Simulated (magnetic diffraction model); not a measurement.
## Which magnetic order? SrV2Ga2O7

Space group R32 (no. 155), a = 5.0140 Å, c = 24.7540 Å.

| site | atom | x | y | z |
| --- | --- | --- | --- | --- |
| 3a | Sr | 0 | 0 | 0 |
| 6c | Ga | 1/3 | 2/3 | 0.9320 |
| 6c | V | 2/3 | 1/3 | 0.7608 |
| 18f | O | 0.9462 | 0.6916 | 0.7370 |
| 3b | O | 2/3 | 1/3 | 5/6 |

The compound is invented for this exercise: a known structure type with other elements, its cell scaled to their sizes and not relaxed.

Only V is taken to order (form factors of V3+); orders and moment sizes are assumed, and not adapted to the symmetry. Radiation: neutrons of λ = 2.36 Å, 3° to 70°; isotropic B of 0.34 Å² (Sr), 0.54 Å² (Ga), 0.48 Å² (V) and 0.53 Å² (O). Simulated constant-wavelength pattern: nuclear and magnetic terms add, the magnetic one as |2.695 fm × Σ f S⊥ exp(2πi Q·r) exp(−B s²)|², summed over all Q at one angle with the factor 1/(sin²θ cos θ). For a modulated order the moment at position r is S exp(−2πi k·r) + c.c., with S = m/2 for a sine wave of amplitude m and S = m(u + iv)/2 for moments turning in a plane, u and v being orthogonal unit vectors in it; the phase factor of the sum at Q = H + k is then exp(2πi H·r). Free-ion form factors, Sears's scattering lengths of 1992, no absorption; a label names one of the reflections at its angle. The strongest nuclear line in the range is 100, and lines under 0.2 are left out.

Above the ordering temperature:

```tsv
2θ (°)	index	I
16.44	(0 0 3)	35.0
32.03	(1 0 1)	3.1
33.24	(0 0 6)	39.5
33.48	(0 1 2)	11.1
38.78	(1 0 4)	100.0
42.38	(0 1 5)	1.6
50.81	(0 0 9)	23.9
50.98	(1 0 7)	18.2
55.84	(0 1 8)	55.1
56.16	(1 1 0)	39.5
58.94	(1 1 3)	3.9
66.13	(0 2 1)	10.3
66.56	(1 0 10)	0.6
66.84	(1 1 6)	54.5
66.98	(2 0 2)	5.3
69.78	(0 0 12)	18.1
```

Below it (cell unchanged):

```
2θ (°)      I
 16.44   35.0
 18.05    5.3
 18.88    5.9
 21.16    2.0
 32.03    3.1
 33.16    0.7
 33.24   39.5
 33.48   11.1
 36.58    1.0
 37.01    1.2
 38.08    1.0
 38.29    0.5
 38.78  100.0
 42.38    1.6
 43.27    0.8
 46.41    0.3
 48.71    0.4
 49.05    0.6
 49.40    1.3
 50.25    0.6
 50.42    0.5
 50.81   23.9
 50.98   18.2
 54.52    0.4
 55.84   55.1
 56.16   39.5
 57.20    0.4
 58.94    3.9
 59.19    0.2
 60.54    0.5
 64.36    0.6
 66.13   10.3
 66.56    0.6
 66.84   54.5
 66.98    5.3
 68.62    0.3
```
(The table stops after 36 lines; 3 more lie at higher angle.)

**Question.** Check that the new lines index with k = (1/3 1/3 0), then choose among these models:
A. moments turning in the plane of [010] and [001], 1.76 μB on V; signs + at (2/3, 1/3, 0.7608), + at (2/3, 1/3, 0.9059)
B. moments turning in the plane of [100] and [001], 1.76 μB on V; signs + at (2/3, 1/3, 0.7608), + at (2/3, 1/3, 0.9059)
C. a sine wave with moments along [100] (amplitudes given), 1.76 μB on V; signs + at (2/3, 1/3, 0.7608), + at (2/3, 1/3, 0.9059)
D. a sine wave with moments along [010] (amplitudes given), 1.76 μB on V; signs + at (2/3, 1/3, 0.7608), + at (2/3, 1/3, 0.9059)

The new lines index as (1/3 1/3 0) at 18.05°, (2/3 -1/3 1) at 18.88°, (-1/3 2/3 2) at 21.16° and (-1/3 2/3 5) at 33.16°, that is as H ± k with k = (1/3 1/3 0), one of 3 inequivalent arms of its star (k and −k counted as one), which a powder can't tell apart. Satellites come in pairs about each point of the reciprocal lattice.

Magnetic intensity, observed (below minus above) and for each model:

| 2θ (°) | index | observed | A | B | C | D |
| --- | --- | --- | --- | --- | --- | --- |
| 18.05 | (1/3 1/3 0) | 5.3 | 5.3 | 5.3 | 2.3 | 2.3 |
| 18.88 | (2/3 -1/3 1) | 5.9 | 5.9 | 5.9 | 1.9 | 1.9 |
| 21.16 | (-1/3 2/3 2) | 2.0 | 2.0 | 2.0 | 0.9 | 0.9 |
| 36.58 | (2/3 2/3 0) | 1.0 | 1.0 | 1.0 | 0.4 | 0.4 |
| 37.01 | (-2/3 4/3 1) | 1.2 | 1.2 | 1.2 | 0.3 | 0.3 |
| 38.29 | (4/3 -2/3 2) | 0.5 | 0.5 | 0.5 | <0.2 | <0.2 |
| 49.05 | (5/3 -4/3 0) | 0.6 | 0.6 | 0.6 | <0.2 | <0.2 |
| 49.40 | (4/3 1/3 1) | 1.3 | 1.3 | 1.3 | 0.5 | 0.5 |

Models A and B match alike on every line, so these data can't choose among them (such ties are often domains of one structure).

The structure used: k = (1/3 1/3 0), moments turning in the plane of [100] and [001], 1.76 μB on V; signs + at (2/3, 1/3, 0.7608), + at (2/3, 1/3, 0.9059).

[Logs are printed without paths, hosts, clocks, repeated set-up lines and the standing remarks that a program may print on its own settings, such as how far it seeks lower states.]
